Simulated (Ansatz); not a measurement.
**Cu3HgS4: relaxing a made-up structure**

Starting from a made-up structure for Cu3HgS4, the aim is the relaxed cell, its shortest contacts and, where a second run follows, its electronic structure.

Calculated with Ansatz 0.2.0; DFT, PBE, plane-wave PAW, files of the set soft_1, scalar-relativistic, ferromagnetic start, cell and ions relaxed at zero pressure; PAW set soft_1, in the first sound run; inputs show where later runs differ.

## (1) The structure

It takes space group Amm2 (No. 38, orthorhombic). Conventional cell: a = 3.990 Å, b = 7.960 Å, c = 11.202 Å, α = 90.00°, β = 90.00°, γ = 90.00°. Hg has 4 S at 2.51 to 2.55 Å nearest. Cu has 4 S at 2.27 to 2.43 Å nearest. Nearest to Cu lie 4 S at 2.39 to 2.48 Å. Nearest to S lie 4 Cu at 2.43 to 2.48 Å. S has 3 Cu at 2.39 to 2.43 Å and 1 Hg at 2.51 Å nearest. Nearest to S lie 2 Cu at 2.27 Å and 2 Hg at 2.55 Å. Farther neighbours and most contacts between anions are not listed.

## (2) Relaxing cell and atoms

The guess takes its coordinates from another compound and its volume from a rule, so the cell and any free coordinates are relaxed together.

input.yaml reads:

```yaml
crystal:
  lattice:
    - [3.99, 0.0, 0.0]
    - [0.0, 3.98, 5.601]
    - [0.0, -3.98, 5.601]
  atoms:
    - { symbol: Hg, position: [0.0, 0.5012, 0.5012] }
    - { symbol: Cu, position: [0.5, 0.4992, 0.011], spin: 0.6 }
    - { symbol: Cu, position: [0.5, 0.011, 0.4992], spin: 0.6 }
    - { symbol: Cu, position: [0.0, 0.0058, 0.0058], spin: 0.6 }
    - { symbol: S, position: [0.5, 0.8737, 0.8737] }
    - { symbol: S, position: [0.0, 0.8879, 0.3747] }
    - { symbol: S, position: [0.0, 0.3747, 0.8879] }
    - { symbol: S, position: [0.5, 0.3594, 0.3594] }
magnetization:
  spin_polarized: true
kpoints:
  mp_grid: { grid: [7, 4, 4] }
scf:
  occupations: { method: fermi_dirac, width: 0.05 }
hamiltonian:
  xc: pbe
  pseudopotentials: { kind: paw, azcp: { folder: soft_1 } }
relax:
  f_tol: 0.015
  max_steps: 70
  cell: {}
output:
  forces: true
  stress: true
```

Command:

```
$ ansatz run input.yaml --threads 4 --pin off --max-ram 10240MiB --backend cpu --events-out ev --progress --plain --runs-dir out
```

Numbers of over 12 decimals in the logs are rounded to 6 here.

Output:

```text
Engine: ansatz 0.2.0, aarch64-unknown-linux-gnu
Pseudopotentials: kind: paw
Pseudopotential: Hg, paw, valence charge 20, recommended cutoff 420 eV (normal), soft_1/Hg.paw.azcp
Pseudopotential: Cu, paw, valence charge 19, recommended cutoff 420 eV (normal), soft_1/Cu.paw.azcp
Pseudopotential: S, paw, valence charge 6, recommended cutoff 420 eV (normal), soft_1/S.paw.azcp
Functional definition: PBE
  parameter kappa = 0.804
  parameter beta = 0.066725
  exchange = pbe_x(kappa = kappa, mu = beta*pi^2/3)
  correlation = pbe_c(beta = beta)
Crystal: 8 atoms, lattice volume = 177.890 Å³
Basis set: ecut = 420 eV, 3463 PW (Γ), exchange–correlation on 54×96×96 points (8 copies of the dense FFT grid, shifted against one another)
Bands: 62, of which v1, the nominal top of the filled ones, is band 51 counted from 1 (50 counted from 0)
Symmetry: 4 space group operations
Space group: Amm2 (ITA 38), of the structure as read, at distance tolerance 5.6e-5 Å
Magnetic group: BNS 38.187 (UNI 285), of the structure as read, at distance tolerance 5.6e-5 Å
k-points: 28 of 112 (time reversal used)
Non-local potential: Hg, projectors of the file, l = 0: 3, l = 1: 2, l = 2: 2, l = 3: 1
Non-local potential: Cu, projectors of the file, l = 0: 3, l = 1: 2, l = 2: 3, l = 3: 1
Non-local potential: S, projectors of the file, l = 0: 2, l = 1: 2, l = 2: 1
PAW form: soft (Blöchl's): semilocal exchange-correlation on the pseudo side does not see the compensation charge
PAW one-centre angular grid: Hg, 590 points (default); XC on 64 Gauss nodes
PAW one-centre angular grid: Cu, 590 points (default); XC on 64 Gauss nodes
PAW one-centre angular grid: S, 110 points (default); XC on 64 Gauss nodes
Initial density: superposition of atomic densities (chi_scale 0.1, normalization cell)
Starting moments: Σ|m| = 1.8 μB on 3 of 8 sites
Initial wavefunctions: pseudopotential atomic-orbital guess
Functional: x = pbe(κ = 0.804, μ = 0.219515), c = pbe(β = 0.066725)
SCF iter   1: F=—  HF=-37305.244729 eV  |F-HF|=—  |Δ(HF+E_count)|=         —  Δρ=8.71e-2 (↑7.74e-2 ↓8.71e-2)  dr2=3.92e1  dr2_m=6.26e-2  M=2.201 μB ∫|m|=2.212 μB  β_m=1.00  ethr=3.10e-3  ⟨swp⟩=7.5  Hψ=14711  notcnv=0  defer=18
preconditioner: auto → Kerker (q_TF=auto, 2.483 Å⁻¹)  [metal: Δε(μ)=0.007 eV  Ē_g=8.295 eV  σ=0.050 eV  W_gap=0.03  n_scr=48 (ndim 8)  ℏωp=23.1 eV  f_vac=0.072  D(μ)=10.89/eV (n_scr^D=116)]
spin=Collinear: Kerker preconditioning applied to the charge; magnetization (m = ρ↑ − ρ↓) channel mixes plain (no charge-response kernel on spin).
SCF iter   2: F=—  HF=-37301.143245 eV  |F-HF|=—  |Δ(HF+E_count)|=    4.10e0  Δρ=4.77e-2 (↑2.14e-2 ↓4.77e-2)  dr2=3.15e0  dr2_m=1.47e0  M=1.050 μB ∫|m|=1.072 μB  β_m=0.30  ethr=3.10e-3  ⟨swp⟩=3.1  Hψ=8316  notcnv=0  defer=195
SCF iter   3: F=—  HF=-37300.248761 eV  |F-HF|=—  |Δ(HF+E_count)|=   8.94e-1  Δρ=3.07e-2 (↑3.07e-2 ↓1.09e-2)  dr2=2.46e0  dr2_m=4.43e-1  M=1.220 μB ∫|m|=1.236 μB  β_m=0.30  ethr=3.10e-3  ⟨swp⟩=2.0  Hψ=5610  notcnv=0  defer=206
SCF iter   4: F=—  HF=-37299.670980 eV  |F-HF|=—  |Δ(HF+E_count)|=   5.78e-1  Δρ=2.69e-2 (↑1.34e-2 ↓2.69e-2)  dr2=3.98e-1  dr2_m=6.08e-1  M=0.891 μB ∫|m|=0.907 μB  β_m=0.30  ethr=2.44e-3  ⟨swp⟩=3.9  Hψ=6359  notcnv=0  defer=206
SCF iter   5: F=—  HF=-37299.742135 eV  |F-HF|=—  |Δ(HF+E_count)|=   7.12e-2  Δρ=2.27e-2 (↑9.78e-3 ↓2.27e-2)  dr2=3.51e-1  dr2_m=3.90e-1  M=0.785 μB ∫|m|=0.801 μB  β_m=0.30  ethr=3.94e-4  ⟨swp⟩=2.0  Hψ=4057  notcnv=0  defer=206
SCF iter   6: F=—  HF=-37299.790249 eV  |F-HF|=—  |Δ(HF+E_count)|=   4.81e-2  Δρ=1.73e-2 (↑7.37e-3 ↓1.73e-2)  dr2=2.00e-1  dr2_m=2.42e-1  M=0.704 μB ∫|m|=0.719 μB  β_m=0.30  ethr=3.48e-4  ⟨swp⟩=2.6  Hψ=4461  notcnv=0  defer=208
Mixer restart at iter 6: flushing history
spin-set hold released at iteration 6 (site moments contracting): the magnetisation degrees of freedom join the quasi-Newton model from the next iteration; the mixer history was flushed
SCF iter   7: F=—  HF=-37299.791012 eV  |F-HF|=—  |Δ(HF+E_count)|=   7.63e-4  Δρ=1.12e-2 (↑7.81e-3 ↓1.12e-2)  dr2=5.60e-2  dr2_m=1.42e-1  M=0.644 μB ∫|m|=0.659 μB  β_m=0.63  ethr=1.98e-4  ⟨swp⟩=1.5  Hψ=3798  notcnv=0  defer=208
SCF iter   8: F=—  HF=-37299.954790 eV  |F-HF|=—  |Δ(HF+E_count)|=   1.64e-1  Δρ=1.94e-2 (↑1.30e-2 ↓1.94e-2)  dr2=1.43e0  dr2_m=3.52e-2  M=0.411 μB ∫|m|=0.425 μB  β_m=0.35  ethr=5.55e-5  ⟨swp⟩=2.5  Hψ=6778  notcnv=0  defer=208  recentre
SCF iter   9: F=—  HF=-37299.796755 eV  |F-HF|=—  |Δ(HF+E_count)|=   1.58e-1  Δρ=5.85e-3 (↑3.03e-3 ↓5.85e-3)  dr2=3.69e-2  dr2_m=2.68e-2  M=0.415 μB ∫|m|=0.427 μB  β_m=0.40  ethr=5.55e-5  ⟨swp⟩=2.0  Hψ=6869  notcnv=0  defer=206
SCF iter  10: F=—  HF=-37299.797452 eV  |F-HF|=—  |Δ(HF+E_count)|=   6.97e-4  Δρ=3.10e-3 (↑3.10e-3 ↓1.79e-3)  dr2=2.10e-2  dr2_m=4.38e-3  M=0.292 μB ∫|m|=0.303 μB  β_m=0.67  ethr=3.65e-5  ⟨swp⟩=2.0  Hψ=4582  notcnv=0  defer=206
SCF iter  11: F=—  HF=-37299.801230 eV  |F-HF|=—  |Δ(HF+E_count)|=   3.78e-3  Δρ=1.75e-3 (↑1.07e-3 ↓1.75e-3)  dr2=1.20e-2  dr2_m=3.00e-4  M=0.065 μB ∫|m|=0.071 μB  β_m=0.65  ethr=2.08e-5  ⟨swp⟩=2.0  Hψ=4471  notcnv=0  defer=206
SCF iter  12: F=—  HF=-37299.800995 eV  |F-HF|=—  |Δ(HF+E_count)|=   2.35e-4  Δρ=1.38e-3 (↑9.65e-4 ↓1.38e-3)  dr2=8.52e-3  dr2_m=1.23e-4  M=0.047 μB ∫|m|=0.051 μB  β_m=0.74  ethr=1.18e-5  ⟨swp⟩=1.0  Hψ=3520  notcnv=0  defer=206
SCF iter  13: F=—  HF=-37299.800677 eV  |F-HF|=—  |Δ(HF+E_count)|=   3.18e-4  Δρ=2.45e-4 (↑2.45e-4 ↓1.99e-4)  dr2=1.15e-4  dr2_m=6.02e-5  M=0.039 μB ∫|m|=0.042 μB  β_m=0.87  ethr=8.44e-6  ⟨swp⟩=1.1  Hψ=3282  notcnv=0  defer=206
SCF iter  14: F=—  HF=-37299.800762 eV  |F-HF|=—  |Δ(HF+E_count)|=   8.46e-5  Δρ=1.78e-4 (↑1.78e-4 ↓1.23e-4)  dr2=9.45e-5  dr2_m=1.52e-5  M=0.020 μB ∫|m|=0.022 μB  β_m=0.93  ethr=1.14e-7  ⟨swp⟩=2.2  Hψ=5077  notcnv=0  defer=206
SCF iter  15: F=—  HF=-37299.800891 eV  |F-HF|=—  |Δ(HF+E_count)|=   1.29e-4  Δρ=2.08e-4 (↑2.08e-4 ↓1.64e-4)  dr2=2.05e-4  dr2_m=9.38e-7  M=0.002 μB ∫|m|=0.002 μB  β_m=0.93  ethr=9.36e-8  ⟨swp⟩=2.1  Hψ=5089  notcnv=0  defer=206
SCF iter  16: F=—  HF=-37299.800879 eV  |F-HF|=—  |Δ(HF+E_count)|=   1.20e-5  Δρ=2.65e-5 (↑2.65e-5 ↓1.51e-5)  dr2=2.74e-6  dr2_m=2.48e-7  M=0.002 μB ∫|m|=0.003 μB  β_m=0.93  ethr=9.36e-8  ⟨swp⟩=1.5  Hψ=3385  notcnv=0  defer=206
SCF iter  17: F=—  HF=-37299.800880 eV  |F-HF|=—  |Δ(HF+E_count)|=   9.02e-7  Δρ=1.84e-5 (↑1.83e-5 ↓1.84e-5)  dr2=1.99e-6  dr2_m=3.60e-9  M=0.000 μB ∫|m|=0.000 μB  β_m=0.87  ethr=2.71e-9  ⟨swp⟩=2.0  Hψ=4759  notcnv=0  defer=206
[...]
relax step   6: F+E_penalty+E_count = -37300.45836823 eV  Δ(F+E_penalty+E_count) = -2.381e-4 eV  max|allowed force component| = 3.073e-3 eV/Å  Δτ_max = 0.0047 Å  P = -0.010 GPa  Ω = 157.210 Å³  energy of the carried Pulay correction = +5.869e-3 eV  (10 SCF iters, dr2 threshold 7.88e-9 eV, accepted)
Basis set: ecut = 420 eV, 3069 PW (Γ), exchange–correlation on 54×90×90 points (8 copies of the dense FFT grid, shifted against one another)
Initial wavefunctions: pseudopotential atomic-orbital guess (no wavefunctions were taken with the density)
iter 1 solved again at ethr=5.47e-7 eV; its pass at ethr=3.10e-3 eV (dr2=5.53e-4 eV) is discarded
SCF iter   1: F=—  HF=-37300.452271 eV  |F-HF|=—  |Δ(HF+E_count)|=         —  Δρ=9.60e-5 (↑9.60e-5 ↓9.60e-5)  dr2=1.45e-5  dr2_m=4.67e-13  M=-0.000 μB ∫|m|=0.000 μB  β_m=0.30  ethr=5.47e-7  ⟨swp⟩=3.9  Hψ=24884  notcnv=0
preconditioner: auto → Kerker (q_TF=auto, 2.534 Å⁻¹)  [metal: Δε(μ)=0.021 eV  Ē_g=9.523 eV  σ=0.050 eV  W_gap=0.10  n_scr=40 (ndim 8)  ℏωp=24.6 eV  f_vac=0.068  D(μ)=6.62/eV (n_scr^D=56)]
spin=Collinear: Kerker preconditioning applied to the charge; magnetization (m = ρ↑ − ρ↓) channel mixes plain (no charge-response kernel on spin).
SCF iter   2: F=—  HF=-37300.452299 eV  |F-HF|=—  |Δ(HF+E_count)|=   2.79e-5  Δρ=2.16e-4 (↑2.16e-4 ↓2.16e-4)  dr2=1.70e-4  dr2_m=2.53e-13  M=-0.000 μB ∫|m|=0.000 μB  β_m=0.54  ethr=1.44e-8  ⟨swp⟩=2.0  Hψ=6292  notcnv=0
SCF iter   3: F=—  HF=-37300.452308 eV  |F-HF|=—  |Δ(HF+E_count)|=   8.20e-6  Δρ=4.43e-5 (↑4.42e-5 ↓4.43e-5)  dr2=6.39e-6  dr2_m=2.89e-13  M=-0.000 μB ∫|m|=0.000 μB  β_m=0.74  ethr=1.44e-8  ⟨swp⟩=2.0  Hψ=6254  notcnv=0
SCF iter   4: F=—  HF=-37300.452313 eV  |F-HF|=—  |Δ(HF+E_count)|=   5.34e-6  Δρ=1.29e-4 (↑1.29e-4 ↓1.29e-4)  dr2=7.95e-5  dr2_m=2.84e-14  M=-0.000 μB ∫|m|=0.000 μB  β_m=0.74  ethr=6.33e-9  ⟨swp⟩=2.0  Hψ=6166  notcnv=0
SCF iter   5: F=—  HF=-37300.452307 eV  |F-HF|=—  |Δ(HF+E_count)|=   5.54e-6  Δρ=3.50e-5 (↑3.50e-5 ↓3.50e-5)  dr2=5.25e-6  dr2_m=2.31e-14  M=-0.000 μB ∫|m|=0.000 μB  β_m=0.71  ethr=6.33e-9  ⟨swp⟩=2.0  Hψ=6263  notcnv=0
SCF iter   6: F=—  HF=-37300.452308 eV  |F-HF|=—  |Δ(HF+E_count)|=   1.04e-6  Δρ=5.82e-6 (↑5.82e-6 ↓5.81e-6)  dr2=9.85e-8  dr2_m=1.89e-14  M=-0.000 μB ∫|m|=0.000 μB  β_m=0.85  ethr=5.19e-9  ⟨swp⟩=2.0  Hψ=3876  notcnv=0
SCF iter   7: F=—  HF=-37300.452308 eV  |F-HF|=—  |Δ(HF+E_count)|=   8.65e-8  Δρ=1.21e-6 (↑1.21e-6 ↓1.21e-6)  dr2=7.72e-9  dr2_m=6.09e-15  M=-0.000 μB ∫|m|=0.000 μB  β_m=0.91  ethr=9.75e-11  ⟨swp⟩=2.2  Hψ=5332  notcnv=0
SCF iter   8: F=—  HF=-37300.452308 eV  |F-HF|=—  |Δ(HF+E_count)|=   4.68e-9  Δρ=6.49e-7 (↑6.48e-7 ↓6.49e-7)  dr2=2.80e-9  dr2_m=1.51e-15  M=-0.000 μB ∫|m|=0.000 μB  β_m=0.95  ethr=7.65e-12  ⟨swp⟩=2.0  Hψ=5577  notcnv=0
SCF iter   9: F=—  HF=-37300.452308 eV  |F-HF|=—  |Δ(HF+E_count)|=   1.36e-9  Δρ=2.87e-7 (↑2.87e-7 ↓2.87e-7)  dr2=5.19e-10  dr2_m=1.50e-16  M=-0.000 μB ∫|m|=0.000 μB  β_m=0.95  ethr=2.78e-12  ⟨swp⟩=2.0  Hψ=4938  notcnv=0
SCF iter  10: F=—  HF=-37300.452308 eV  |F-HF|=—  |Δ(HF+E_count)|=  1.24e-10  Δρ=1.64e-7 (↑1.64e-7 ↓1.64e-7)  dr2=1.60e-10  dr2_m=2.26e-17  M=-0.000 μB ∫|m|=0.000 μB  β_m=0.96  ethr=1.00e-12  ⟨swp⟩=1.3  Hψ=3546  notcnv=0
SCF iter  11: F=-37300.452308 eV  HF=-37300.452308 eV  |F-HF|=1.46e-11  |Δ(HF+E_count)|=    0.00e0  Δρ=6.07e-8 (↑6.07e-8 ↓6.07e-8)  dr2=1.89e-11  dr2_m=4.12e-18  M=0.000 μB ∫|m|=0.000 μB  ethr=1.00e-12  ⟨swp⟩=4.0  Hψ=10078  notcnv=0
the starting moments were not kept: the SCF closed with an absolute magnetisation of 2.2e-9 μB, where they sum to 1.8 μB in size (3 sites). That is at most 0.1 of that sum. Measured as dr2_m measures the in/out step, that magnetisation stands 4.5e-19 eV from none, at or under the dr2_threshold of 8.0e-11 eV: it is no larger than a step whose dr2_m would equal this threshold.
SCF 7 converged in 11 iterations: F = -37300.452308 eV  dr2 = 1.89e-11
relax step   7: F+E_penalty+E_count = -37300.45230847 eV  Δ(F+E_penalty+E_count) = +6.060e-3 eV  max|allowed force component| = 2.969e-3 eV/Å  Δτ_max = 0.0000 Å  P = -0.013 GPa  Ω = 157.210 Å³  stress off target by 1.61e-2 GPa  SCF on the basis re-selected at this cell (its energy is not comparable with the rows above)  (11 SCF iters)
basis re-selected at this cell: Δ(F+E_penalty+E_count) = +6.060e-3 eV, ΔP = -0.003 GPa vs the last step (what re-selecting the basis moved, of the pressure what is left beyond the Pulay correction that the steps carried, after the strain that the cell walked since its last selection, with what the two solves' SCF thresholds leave and, on support functions, any second-order correction that the steps lacked; it is no measure of the basis error at this ecutwfc). The dense FFT grid was sized anew with the basis: this SCF ran on 27×45×45 points, the steps before it on 27×48×48, so part of this shift can come from that change (see relax.cell in the input reference). [rest of the remark cut]
SCF converged after 11 iterations
Magnetization: 0.0000 μB (50.5000 up, 50.5000 down)
Absolute magnetization: 0.0000 μB (∫|ρ↑−ρ↓|, with the PAW one-centre terms)
Spin contamination: 0.0000 ħ² per cell (⟨S²⟩ above its minimum at these occupations)
Per-site moments (μB) at R_I (Å): [(-7.273121400987996e-11, 1.032654), (-7.319529866471906e-11, 0.932573), (-7.319525025946879e-11, 0.932573), (2.2491729033597795e-10, 0.953209), (-1.0042913820449236e-10, 0.944585), (3.649684895921958e-11, 0.939379), (3.6496676049819056e-11, 0.939379), (-7.323168017482615e-11, 0.932573)]
Free energy (F): -37300.452308 eV
Harris-Foulkes:  -37300.452308 eV  (|F-HF|=1.46e-11)
Internal energy: -37300.398580 eV  (E = F + TS)
E sigma→0 (E₀):  -37300.425444 eV
Entropy (-TS):   -0.053729 eV (-6.716 meV/atom)
Fermi energy:    7.921484 eV
--- Per-component energies (eV) ---
  E_band       = -2030.791295
  E_kinetic    = 1772.248248
  E_local      = -21713.920495  (includes V_loc(G=0)·N_el)
  E_nonlocal   = 2887.223215
  E_hartree    = 9284.805490
  E_xc         = -768.778632
  E_vxc        = -842.162628  (∫ρ·V_xc dr)
  E_paw        = -17829.112322  (= ΣΔE_a)
  E_vpaw       = -2703.794569  (= ΣTr[D̂ρ^β])
  E_aug_tail   = 0.003440  (compensation charges beyond the density's cutoff)
  E_ewald      = -10932.867524
  E_smearing   = -0.053729  (= −TS)
  E_closure    = -0.000000  (closes the sum)
  Σ components = -37300.452308   (vs F -37300.452308, Δ=0.00e0)
--- Forces (eV/Å), atoms counted from 1 ---
  atom   1  Hg    -0.00000000    -0.00000000    -0.00223094
  atom   2  Cu    -0.00000000    -0.00199761    -0.00013964
  atom   3  Cu    -0.00000000     0.00199761    -0.00013964
  atom   4  Cu    -0.00000000    -0.00000000     0.00296916
  atom   5  S      0.00000000     0.00000000    -0.00075137
  atom   6  S      0.00000000     0.00132632     0.00001431
  atom   7  S      0.00000000    -0.00132632     0.00001431
  atom   8  S      0.00000000    -0.00000000     0.00026396
  max |Σ_I F_I| component: 1.44e-7 eV/Å
--- Stress (GPa, compression-positive) ---
       -0.008053       0.000000      -0.000000
        0.000000      -0.014491       0.000000
       -0.000000       0.000000      -0.016133
  P = ⅓ Tr σ = -0.0129 GPa (-0.129 kbar)
--- Relaxed structure (6 steps of the walk, 6 accepted, 1 SCFs on fresh bases) ---
  F+E_penalty+E_count = -37300.45230847 eV   max|allowed force component| = 2.969e-3 eV/Å   (the final SCF, on the basis selected at the relaxed cell)
  cell:  # Å, volume = 157.2105 Å³
    - [3.810757, 0, 0]
    - [0, 3.845653, 5.363771]
    - [0, -3.845653, 5.363771]
  atoms:
    - { symbol: Hg, position: [0, 0.509312, 0.509312] }
    - { symbol: Cu, position: [0.500000, 0.508507, -0.00521458] }
    - { symbol: Cu, position: [0.500000, -0.00521458, 0.508507] }
    - { symbol: Cu, position: [0, -0.0031811, -0.0031811] }
    - { symbol: S, position: [0.500000, 0.874840, 0.874840] }
    - { symbol: S, position: [0, 0.909461, 0.365068] }
    - { symbol: S, position: [0, 0.365068, 0.909461] }
    - { symbol: S, position: [0.500000, 0.354108, 0.354108] }
```

It took 2.7 min on 4 threads of Arm Neoverse V1, shared host; peak memory 0.8 GiB.

Step by step:

| step | energy less that of the first step (eV) | largest force component (eV/Å) | pressure (GPa) | volume (Å³) |
| --- | --- | --- | --- | --- |
| 1 | 0.0000 | 0.7467 | -5.87 | 177.89 |
| 2 | -0.5098 | 0.3097 | -3.02 | 165.83 |
| 3 | -0.6401 | 0.0749 | 1.56 | 153.96 |
| 4 | -0.6524 | 0.0890 | -0.54 | 158.35 |
| 5 | -0.6572 | 0.0086 | 0.02 | 157.16 |
| 6 | -0.6575 | 0.0031 | -0.01 | 157.21 |
| 7* | -0.6514 | 0.0030 | -0.01 | 157.21 |

Relaxation steps marked * repeat the geometry before them on a plane-wave basis chosen anew for their cell, so energy and pressure can jump there.

The run keeps the 4 symmetry operations that it works with, so distortions that break them were not tested.

| conventional cell, symmetrised | before | after | change |
| --- | --- | --- | --- |
| a (Å) | 3.990 | 3.811 | -4.5 % |
| b (Å) | 7.960 | 7.691 | -3.4 % |
| c (Å) | 11.202 | 10.728 | -4.2 % |
| volume (Å³/atom) | 22.24 | 19.65 | -11.6 % |

The atoms that moved most (Å, as changes of fractional coordinates times the final cell):

| atom | dx | dy | dz | length |
| --- | --- | --- | --- | --- |
| S7 | 0.000 | -0.120 | 0.064 | 0.136 |
| S6 | 0.000 | 0.120 | 0.064 | 0.136 |
| Cu2 | 0.000 | 0.098 | -0.037 | 0.105 |
| Cu3 | 0.000 | -0.098 | -0.037 | 0.105 |
| Cu4 | 0.000 | 0.000 | -0.096 | 0.096 |
| Hg1 | 0.000 | 0.000 | 0.087 | 0.087 |
| S8 | 0.000 | 0.000 | -0.057 | 0.057 |
| S5 | 0.000 | 0.000 | 0.012 | 0.012 |

Final coordinates:

```cif
data_structure
_symmetry_space_group_name_H-M 'P 1'
_symmetry_Int_Tables_number 1
_cell_length_a 3.8108
_cell_length_b 6.5999
_cell_length_c 6.5999
_cell_angle_alpha 71.279
_cell_angle_beta 90.000
_cell_angle_gamma 90.000
_cell_volume 157.21
loop_
_atom_site_label
_atom_site_type_symbol
_atom_site_fract_x
_atom_site_fract_y
_atom_site_fract_z
_atom_site_occupancy
Hg1 Hg 0.00000 0.50931 0.50931 1
Cu2 Cu 0.50000 0.50851 0.99479 1
Cu3 Cu 0.50000 0.99479 0.50851 1
Cu4 Cu 0.00000 0.99682 0.99682 1
S5 S 0.50000 0.87484 0.87484 1
S6 S 0.00000 0.90946 0.36507 1
S7 S 0.00000 0.36507 0.90946 1
S8 S 0.50000 0.35411 0.35411 1
```

This step gave:

```yaml
free_energy: -37300.4523 eV
energy_at_zero_smearing: -37300.4254 eV
smearing_term_ts: 0.05373 eV
fermi_energy: 7.921 eV
electrons: 101
symmetry_operations: 4
pressure: -0.01289 GPa
```

The shortest distance of each pair, which need not be the same contact before and after:

| pair | guess (Å) | relaxed (Å) |
| --- | --- | --- |
| Cu–S | 2.267 | 2.261 |
| Hg–S | 2.509 | 2.503 |
| S–S | 3.777 | 3.480 |
| Cu–Hg | 3.919 | 3.726 |
| Cu–Cu | 3.886 | 3.740 |

The relaxation ends with a largest force component of 0.0030 eV/Å and a pressure of -0.01 GPa. No moment survives the cycle: this start ends non-magnetic.

(Part 1 of 2 ends here.)

[Logs are printed without paths, hosts, clocks, repeated set-up lines and the standing remarks that a program may print on its own settings, such as how far it seeks lower states.]

[Hosts, paths, dates, database ids (printed as entryN), source tags and the programs' standing remarks are cut or masked in the printed files.]
